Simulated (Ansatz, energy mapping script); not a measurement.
# GdN in the rock-salt structure: energy mapping under PBE+U with a computed U, part 3 of 3

Aim: the exchange couplings of GdN in the rock-salt structure from the energies of a few collinear orders, and the ordering temperature that they give.

PBE with U on Gd f by linear response, ortho-atomic projectors; plane waves, U on orthogonalised atomic orbitals unless named otherwise, collinear spin, no spin–orbit coupling.

So far. Step 10 (Parallel start in cell D (6 atoms)): The run ends ferromagnetic. For each magnetic atom its energy differs from the parallel run of the first cell by -0.20 meV, an error that one common reference would have brought in. Step 11 (Uncompensated ++− start in cell D (6 atoms)): The run ends ferrimagnetic, 8.09 meV a magnetic atom above the parallel order of its cell.

## 12. Parallel start in cell E (6 atoms)

Level of this step: PBE with U = 4.32 eV on Gd f, ortho-atomic projectors (Ansatz).

The parallel order again, as the reference for this cell.

This run holds the same structure in another cell (c 7.912 → 8.667 Å, α 102.9 → 90.0°, β 102.9 → 90.0°, γ 90.0 → 120.0°).

input.yaml reads:

```yaml
crystal:
  lattice:
    - [0.0, 2.502081428, 2.502081428]
    - [-2.502081428, 0.0, -2.502081428]
    - [-5.004162856, -5.004162856, 5.004162856]
  atoms:
    - { symbol: Gd, position: [0.0, 0.0, 0.0], spin: 7.0 }
    - { symbol: Gd, position: [0.333333333, 0.666666667, 0.666666667], spin: 7.0 }
    - { symbol: Gd, position: [0.666666667, 0.333333333, 0.333333333], spin: 7.0 }
    - { symbol: "N", position: [0.666666667, 0.333333333, 0.833333333] }
    - { symbol: "N", position: [0.0, 0.0, 0.5] }
    - { symbol: "N", position: [0.333333333, 0.666666667, 0.166666667] }
magnetization:
  spin_polarized: true
kpoints:
  mp_grid: { grid: [12, 12, 4] }
hamiltonian:
  xc: pbe
  hubbard:
    sites:
      - { species: Gd, l: f, u_eff: 4.32 }
      - { site: 0, l: f, u_eff: 4.32, starting_ns: [{ spin: up, occupation_matrix: gd1_major }, { spin: down, occupation_matrix: gd1_minor }] }
      - { site: 1, l: f, u_eff: 4.32, starting_ns: [{ spin: up, occupation_matrix: gd1_major }, { spin: down, occupation_matrix: gd1_minor }] }
      - { site: 2, l: f, u_eff: 4.32, starting_ns: [{ spin: up, occupation_matrix: gd1_major }, { spin: down, occupation_matrix: gd1_minor }] }
    projectors: ortho-atomic
    occupation_matrices:
      gd1_major:
        matrix:
          - [0.998, 0.0, 0.0, 0.0, 0.0, 0.0, 0.0]
          - [0.0, 0.998, 0.0, 0.0, 0.0, 0.0, 0.0]
          - [0.0, 0.0, 0.998, 0.0, 0.0, 0.0, 0.0]
          - [0.0, 0.0, 0.0, 0.999, 0.0, 0.0, 0.0]
          - [0.0, 0.0, 0.0, 0.0, 0.999, 0.0, 0.0]
          - [0.0, 0.0, 0.0, 0.0, 0.0, 0.998, 0.0]
          - [0.0, 0.0, 0.0, 0.0, 0.0, 0.0, 0.998]
      gd1_minor:
        matrix:
          - [0.015, 0.0, 0.0, 0.0, 0.0, 0.0, 0.0]
          - [0.0, 0.009, 0.0, 0.0, 0.0, -0.005, 0.0]
          - [0.0, 0.0, 0.009, 0.0, 0.0, 0.0, 0.005]
          - [0.0, 0.0, 0.0, 0.005, 0.0, 0.0, 0.0]
          - [0.0, 0.0, 0.0, 0.0, 0.001, 0.0, 0.0]
          - [0.0, -0.005, 0.0, 0.0, 0.0, 0.011, 0.0]
          - [0.0, 0.0, 0.005, 0.0, 0.0, 0.0, 0.011]
scf:
  occupations: { method: fermi_dirac, width: 0.05 }
output:
  eigenvalues: true
```

Command:

```
> ansatz run input.yaml --threads 4 --pin off --max-ram 8192MiB --backend cpu --events-out ev --progress --plain --runs-dir out
```

Numbers of over 12 decimals in the logs are rounded to 6 here.

Log:

```text
[...]
Crystal: 6 atoms, lattice volume = 93.984 Å³
Basis set: ecut = 420 eV, 1835 PW (Γ)
Bands: 54, of which v1, the nominal top of the filled ones, is band 35 counted from 1 (34 counted from 0)
Symmetry: 12 space group operations
k-points: 164 of 576
[...]
Starting moments: Σ|m| = 21 μB on 3 of 6 sites
[...]
k-point 1 ↑: bands = [... 31 lower, 8.7419, 8.7419, 8.7521, 8.7544, 8.7567, 10.3016, 11.9014, 11.9547, ... 15 higher]
  k-point 2 ↑: bands = [... 31 lower, 8.7277, 8.7531, 8.7531, 8.7571, 8.8170, 10.0217, 11.8248, 11.8248, ... 15 higher]
  k-point 163 ↓: bands = [... 31 lower, 18.1377, 18.1377, 18.2131, 18.2131, 18.2342, 18.2342, 18.2906, 18.2907, ... 15 higher]
Occupation matrices written to <dir>
[key lines of the parts left out:]
SCF converged after 12 iterations
Magnetization: 20.9999 μB (44.9999 up, 24.0001 down)
Free energy (F): -29157.403671 eV
Fermi energy:    14.340508 eV
```

The job ended after 31 s (4 threads of Arm Neoverse V2, shared host; peak memory 1.5 GiB).

The run ends ferromagnetic. For each magnetic atom its energy differs from the parallel run of the first cell by 0.10 meV, an error that one common reference would have brought in.

## 13. Uncompensated ++− start in cell E (6 atoms)

This order reverses 4 of the 12 neighbours at 3.54 Å, 4 of the 6 neighbours at 5.00 Å and 12 of the 24 neighbours at 6.13 Å, counted for an average magnetic atom.

input.yaml, as its differences from that of step 12:

```diff
@@ -8,3 +8,3 @@
     - { symbol: Gd, position: [0.333333333, 0.666666667, 0.666666667], spin: 7.0 }
-    - { symbol: Gd, position: [0.666666667, 0.333333333, 0.333333333], spin: 7.0 }
+    - { symbol: Gd, position: [0.666666667, 0.333333333, 0.333333333], spin: -7.0 }
     - { symbol: "N", position: [0.666666667, 0.333333333, 0.833333333] }
@@ -23,3 +23,3 @@
       - { site: 1, l: f, u_eff: 4.32, starting_ns: [{ spin: up, occupation_matrix: gd1_major }, { spin: down, occupation_matrix: gd1_minor }] }
-      - { site: 2, l: f, u_eff: 4.32, starting_ns: [{ spin: up, occupation_matrix: gd1_major }, { spin: down, occupation_matrix: gd1_minor }] }
+      - { site: 2, l: f, u_eff: 4.32, starting_ns: [{ spin: up, occupation_matrix: gd1_minor }, { spin: down, occupation_matrix: gd1_major }] }
     projectors: ortho-atomic
```

Log:

```text
[...]
Crystal: 6 atoms, lattice volume = 93.984 Å³
Basis set: ecut = 420 eV, 1835 PW (Γ)
Bands: 54, of which v1, the nominal top of the filled ones, is band 35 counted from 1 (34 counted from 0)
Symmetry: 4 space group operations
k-points: 164 of 576
[...]
Starting moments: Σ|m| = 21 μB on 3 of 6 sites
[...]
k-point 1 ↑: bands = [... 31 lower, 11.9703, 11.9703, 12.8233, 12.8233, 13.8347, 14.0544, 14.0544, 16.9107, ... 15 higher]
  k-point 2 ↑: bands = [... 31 lower, 11.8574, 12.6624, 13.0710, 13.2818, 13.2818, 13.6375, 13.6375, 16.8409, ... 15 higher]
  k-point 163 ↓: bands = [... 31 lower, 15.3241, 15.8544, 18.0240, 18.1130, 18.1235, 18.1378, 18.2146, 18.2178, ... 15 higher]
Occupation matrices written to <dir>
[key lines of the parts left out:]
SCF converged after 12 iterations
Magnetization: 6.9983 μB (37.9991 up, 31.0009 down)
Free energy (F): -29157.380711 eV
Fermi energy:    14.237865 eV
```

The job ended after 32 s (4 threads; peak memory 1.6 GiB).

The run ends ferrimagnetic, 7.49 meV a magnetic atom above the parallel order of its cell.

## 14. From energies to couplings

Each energy difference is a sum of couplings weighted by the pairs that the order reverses. A few near shells are fitted to the differences by least squares. Energies are those extrapolated to zero occupation width, not the free energies F.

The orders side by side; each is measured from the parallel order in the same cell and on the same mesh:

```csv
order,atoms,energy (meV a magnetic atom),moments (μB),moments kept as typed,"opposed neighbours at 3.54, 5.00, 6.13 Å"
parallel in cell A,4,0.00,6.93,yes,"0, 0, 0"
compensated +− in cell A,4,10.43,6.91,yes,"6, 6, 12"
parallel in cell B,4,0.00,6.93,yes,"0, 0, 0"
compensated +− in cell B,4,11.69,6.91,yes,"8, 0, 16"
parallel in cell C,6,0.00,6.93,yes,"0, 0, 0"
uncompensated ++− in cell C,6,10.17,6.91 to 6.92,yes,"6.67, 2.67, 8"
parallel in cell D,6,0.00,6.93,yes,"0, 0, 0"
uncompensated ++− in cell D,6,8.09,6.91 to 6.92,yes,"5.33, 1.33, 16"
parallel in cell E,6,0.00,6.93,yes,"0, 0, 0"
uncompensated ++− in cell E,6,7.49,6.91 to 6.92,yes,"4, 4, 12"
```

Couplings from the energies, with E = −Σ J e·e over ordered pairs:

```csv
pair,distance (Å),neighbours,J (meV)
Gd–Gd,3.54,12,0.678
Gd–Gd,5.00,6,0.158
Gd–Gd,6.13,24,0.0225
Gd–Gd,7.08,12,-0.00579
```

These orders cannot tell some unfitted shells from fitted ones: the value at 3.54 Å holds J(3.54) + 4 J(9.36); other unfitted shells add to the values wholly or in part.

Adding the shell at 7.91 Å gives 0.65, 0.14, 0.017, 6.1e-4 and 0.024 meV and a mean-field temperature of 74.3 K, an exact solve that tests nothing.

In mean field these couplings order at 74.0 K, at q = 0 (the pattern repeats with the chemical cell).

## 15. Finite temperature

Mean field ignores fluctuations and overstates the ordering temperature, so the model is also sampled. The heat capacity peaks where order sets in.

Classical unit spins with these couplings on 8×8×8 copies of a cell that holds the lowest order (512 spins), heat-bath sweeps, cooled from random directions, 831 sweeps to settle and 2493 measured at each temperature, averaged over 4 runs.

```csv
T (K),order along the lowest pattern,net moment,heat capacity (k_B a spin)
8.88,0.95,0.95,1.06
15.2,0.91,0.91,1.12
24.6,0.85,0.85,1.14
30.9,0.81,0.81,1.33
37.2,0.75,0.75,1.41
46.7,0.65,0.65,1.64
53.0,0.55,0.55,1.96
59.3,0.40,0.40,2.24
65.6,0.22,0.22,1.16
75.1,0.12,0.12,0.35
81.4,0.10,0.10,0.26
```

The smoothed heat capacity peaks at 58 K.

## 16. Beside the first set of runs

The first set of orders, under PBE+U (6 eV), took 24 min of CPU time summed over its finished orders (seed run apart), these 24 min, beside 15 min for the response run.

```csv
quantity,this set,first set
"J at 3.54 Å, meV",0.678,0.670
"J at 5.00 Å, meV",0.158,0.0897
"J at 6.13 Å, meV",0.0225,0.0256
"J at 7.08 Å, meV",-0.00579,-0.00952
"ordering temperature, mean field, K",74.0,70.3
"heat-capacity peak, Monte Carlo, K",58,55
```

The coupling that led in the first set goes from 0.670 to 0.678 meV.

## 17. What came out

| Item | Value |
| --- | --- |
| lowest order tried | parallel |
| largest fitted value (a combination of shells), Gd–Gd at 3.54 Å | 0.678 meV |
| ordering temperature, mean field | 74.0 K |
| heat-capacity peak, Monte Carlo | 58 K |

Of the orders tried, GdN in the rock-salt structure prefers parallel moments under PBE+U (4.32 eV, computed), and the heat capacity of the fitted model peaks near 58 K (Monte Carlo, classical spins). The coupling at 3.54 Å is 1.0 times that of the first set, at 1.6 times the CPU time. The largest fitted value is 0.68 meV, at 3.54 Å. It is a combination of shells that these orders cannot split, so neither its size nor its sign can be laid on that pair alone. The orders also reverse pairs at 7.91 Å, which are not fitted, so the fitted values hold their part too. With 5 differences for 4 couplings the fit misses by 0.30 meV at most, a small part of the spread. In the fitted orders moments change by up to 0.29 % against the parallel run of the same cell, so their size stays put. Monte Carlo puts the peak at 0.78 of the mean-field temperature, since mean field leaves out fluctuations. In tests on simple cubic and body-centred models such peaks lay 5 to 6 % under the bulk value. The parallel order holds 7 μB a magnetic atom, spin 3.5; the common factor (S+1)/S would raise the classical 58 K to 74.6 K, a correction that often overshoots. The cell was built from a prototype and relaxed; a distortion that needs a larger cell, or another structure that the compound may prefer, is not captured.

[Logs and program files are shortened in this print: banners, set-up blocks, solver, clock and traceback lines can be left out without a mark of their own.]

[Logs are printed without paths, hosts, clocks, repeated set-up lines and the standing remarks that a program may print on its own settings, such as how far it seeks lower states.]

[Hosts, paths, dates, database ids (printed as entryN), source tags and the programs' standing remarks are cut or masked in the printed files.]

[Where a cell is said to come from a database of computed structures, the database is the Materials Project.]
